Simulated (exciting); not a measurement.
## Core excitons at the F K edge of NaF (Villiaumite)

Aim: the F K absorption edge of NaF (Villiaumite) with the electron–hole interaction treated explicitly, and what each term of the kernel does.

Calculated with exciting sodium; X-ray absorption, core-level Bethe-Salpeter equation, exchange and statically screened direct term, Tamm-Dancoff, all-electron LAPW+lo PBEsol.

## 1. The structure

Symmetry: Fm-3m, No. 225, cubic system. The conventional cell has a = 4.640 Å, b = 4.640 Å, c = 4.640 Å, α = 90.00°, β = 90.00°, γ = 90.00°. Nearest to Na lie 6 F at 2.32 Å. F has 6 Na at 2.32 Å nearest. Farther neighbours and most contacts between anions are not listed.

As a file:

```
Na F
1.0
     0.00000    2.32000    2.32000
     2.32000    0.00000    2.32000
     2.32000    2.32000    0.00000
Na F
1 1
Direct
  0.00000 0.00000 0.00000
  0.50000 0.50000 0.50000
```

Differences between curves are given as r.m.s. difference over r.m.s. height.

## 2. Ground state

The species files are the program's own, with muffin-tin radii set in the input.

input.xml reads:

```
<input>
  <title>NaF</title>
  <structure speciespath="." autormt="false" epslat="1.0e-5">
    <crystal>
      <basevect>0.0000000000 4.3841646083 4.3841646083</basevect>
      <basevect>4.3841646083 0.0000000000 4.3841646083</basevect>
      <basevect>4.3841646083 4.3841646083 0.0000000000</basevect>
    </crystal>
    <species speciesfile="Na.xml" rmt="2.240">
      <atom coord="0.0000000000 0.0000000000 0.0000000000"/>
    </species>
    <species speciesfile="F.xml" rmt="2.013">
      <atom coord="0.5000000000 0.5000000000 0.5000000000"/>
    </species>
  </structure>
  <groundstate do="fromscratch" xctype="GGA_PBE_SOL" ngridk="5 5 5" rgkmax="7" gmaxvr="14" nempty="8" swidth="0.001" maxscl="100" epsengy="1e-5"/>
</input>
```

On the command line:

```
$ OMP_NUM_THREADS=1 mpirun -n 4 exciting
```

The program printed:

```text
EXCITING SODIUM started
********************************************************************************
* Ground-state run starting from atomic densities                              *
********************************************************************************
+ Starting initialization                                                      +
 Lattice vectors (cartesian) :
      0.0000000000      4.3841646083      4.3841646083
      4.3841646083      0.0000000000      4.3841646083
      4.3841646083      4.3841646083      0.0000000000
 Reciprocal lattice vectors (cartesian) :
     -0.7165772580      0.7165772580      0.7165772580
      0.7165772580     -0.7165772580      0.7165772580
      0.7165772580      0.7165772580     -0.7165772580
 Unit cell volume                           :     168.5351730126
 Brillouin zone volume                      :       1.4718008651
 Species :    1 (Na)
     parameters loaded from                 :    Na.xml
     name                                   :    sodium
     nuclear charge                         :     -11.00000000
     electronic charge                      :      11.00000000
     atomic mass                            :   41907.78700000
     muffin-tin radius                      :       2.24000000
     # of radial points in muffin-tin       :     300
     atomic positions (lattice) :
       1 :   0.00000000  0.00000000  0.00000000
 Species :    2 (F)
     parameters loaded from                 :    F.xml
     name                                   :    fluorine
     nuclear charge                         :      -9.00000000
     electronic charge                      :       9.00000000
     atomic mass                            :   34631.97043000
     muffin-tin radius                      :       2.01300000
     # of radial points in muffin-tin       :     250
     atomic positions (lattice) :
       1 :   0.50000000  0.50000000  0.50000000
 Total number of atoms per unit cell        :       2
 Spin treatment                             :    spin-unpolarised
 Number of Bravais lattice symmetries       :      48
 Number of crystal symmetries               :      48
 k-point grid                               :       5    5    5
 Total number of k-points                   :      10
 k-point set is reduced with crystal symmetries
 R^MT_min * |G+k|_max (rgkmax)              :       7.00000000
 Species with R^MT_min                      :       2 (F)
 Maximum |G+k| for APW functions            :       3.47739692
 Maximum |G| for potential and density      :      14.00000000
 G-vector grid sizes                        :      30    30    30
 Total number of G-vectors                  :    7799
 Maximum angular momentum used for
     APW functions                          :       8
     computing H and O matrix elements      :       8
     potential and density                  :       8
     inner part of muffin-tin               :       2
 Total nuclear charge                       :     -20.00000000
 Total electronic charge                    :      20.00000000
 Total core charge                          :       4.00000000
 Total valence charge                       :      16.00000000
 Number of empty states                     :       8
 Total number of valence states             :      17
 Maximum Hamiltonian size                   :     142
 Maximum number of plane-waves              :     129
 Total number of local-orbitals             :      13
 Exchange-correlation type                  :      22
     PBEsol, Phys. Rev. Lett. 100, 136406 (2008)
     Generalised gradient approximation (GGA)
 Smearing scheme                            :    Gaussian
 Smearing width                             :       0.00100000
 Using multisecant Broyden potential mixing
+ Ending initialization                                                        +
********************************************************************************
* Groundstate module started                                                   *
********************************************************************************
 Output level for this task is set to normal
+ Self-consistent loop started                                                 +
 Density and potential initialised from atomic data
+ SCF iteration number :    1                                                  +
 Total energy                               :      -264.01843168
 _______________________________________________________________
 Fermi energy                               :        -0.05670976
 Kinetic energy                             :       261.05025997
 Coulomb energy                             :      -500.69266900
 Exchange energy                            :       -23.54453081
 Correlation energy                         :        -0.83149184
 DOS at Fermi energy (states/Ha/cell)       :         0.00000000
 Electron charges :
     core                                   :         4.00000000
     core leakage                           :         0.00000000
     valence                                :        16.00000000
     interstitial                           :         0.67948267
     charge in muffin-tin spheres :
                  atom     1    Na          :        10.05668213
                  atom     2     F          :         9.26383521
     total charge in muffin-tins            :        19.32051733
     total charge                           :        20.00000000
 Estimated fundamental gap                  :         0.30111818
        valence-band maximum at    1      0.0000  0.0000  0.0000
     conduction-band minimum at    1      0.0000  0.0000  0.0000
[... further iterations ...]
| Convergence targets achieved. Performing final SCF iteration                 +
 Total energy                               :      -261.76597623
 _______________________________________________________________
 Fermi energy                               :         0.00525973
 Kinetic energy                             :       261.63576770
 Coulomb energy                             :      -499.26642031
 Exchange energy                            :       -23.30630773
 Correlation energy                         :        -0.82901589
 DOS at Fermi energy (states/Ha/cell)       :         0.00000000
 Electron charges :
     core                                   :         4.00000000
     core leakage                           :         0.00000000
     valence                                :        16.00000000
     interstitial                           :         0.83962307
     charge in muffin-tin spheres :
                  atom     1    Na          :        10.11459207
                  atom     2     F          :         9.04578486
     total charge in muffin-tins            :        19.16037693
     total charge                           :        20.00000000
 Estimated fundamental gap                  :         0.22626623
        valence-band maximum at    1      0.0000  0.0000  0.0000
     conduction-band minimum at    1      0.0000  0.0000  0.0000
+ Self-consistent loop stopped                                                 +
 STATE.OUT is written
********************************************************************************
* Groundstate module stopped                                                   *
********************************************************************************
 Total time spent (seconds)                 :        10.33
- CAUTION! Warnings have been written in file WARNING.OUT !                    -
| EXCITING SODIUM stopped                                                      =
```

Run time: 12 s. Hardware: 4 MPI ranks of Arm Neoverse V1, shared host.

The warnings file holds hints only, no warning.

The mesh shows a gap of 6.16 eV. Core levels (Dirac, from the valence top):

| atom | level | energy (eV) |
| --- | --- | --- |
| Na | 1s1/2 | -1021.0 |
| F | 1s1/2 | -648.6 |

## 3. A richer basis for the empty states

Each species file gets more local orbitals, built from u and its energy derivative at 0.15 Ha and u at 0.9 Ha.

input.xml is that of step 2.

SPECIES.xml, added lines reads:

```
<lo l="L">  <!-- L = 0, 1, 2 -->
  <wf matchingOrder="0" trialEnergy="0.1500" searchE="false"/>
  <wf matchingOrder="1" trialEnergy="0.1500" searchE="false"/>
  <wf matchingOrder="0" trialEnergy="0.9000" searchE="false"/>
</lo>
```

On the command line:

```
$ OMP_NUM_THREADS=1 mpirun -n 4 exciting
```

The program printed:

```text
EXCITING SODIUM started
********************************************************************************
* Ground-state run starting from atomic densities                              *
********************************************************************************
+ Starting initialization                                                      +
[... lattice and species ...]
 Spin treatment                             :    spin-unpolarised
 Number of Bravais lattice symmetries       :      48
[...]
+ Self-consistent loop stopped                                                 +
 STATE.OUT is written
********************************************************************************
* Groundstate module stopped                                                   *
********************************************************************************
 Total time spent (seconds)                 :        10.88
- CAUTION! Warnings have been written in file WARNING.OUT !                    -
| EXCITING SODIUM stopped                                                      =
[key lines of the parts left out:]
Total energy                               :      -261.76658448
Fermi energy                               :         0.00593520
```

Wall time 12 s (4 MPI ranks).

Against the first ground state the total energy moves by -8 meV an atom and the gap by 0.00 eV.

(Part 1 of 3 ends here.)

[Banner, clock and machine lines of the logs are left out without a mark of their own.]

[Logs are printed without paths, hosts, clocks, repeated set-up lines and the standing remarks that a program may print on its own settings, such as how far it seeks lower states.]

[Hosts, paths, dates, database ids (printed as entryN), source tags and the programs' standing remarks are cut or masked in the printed files.]
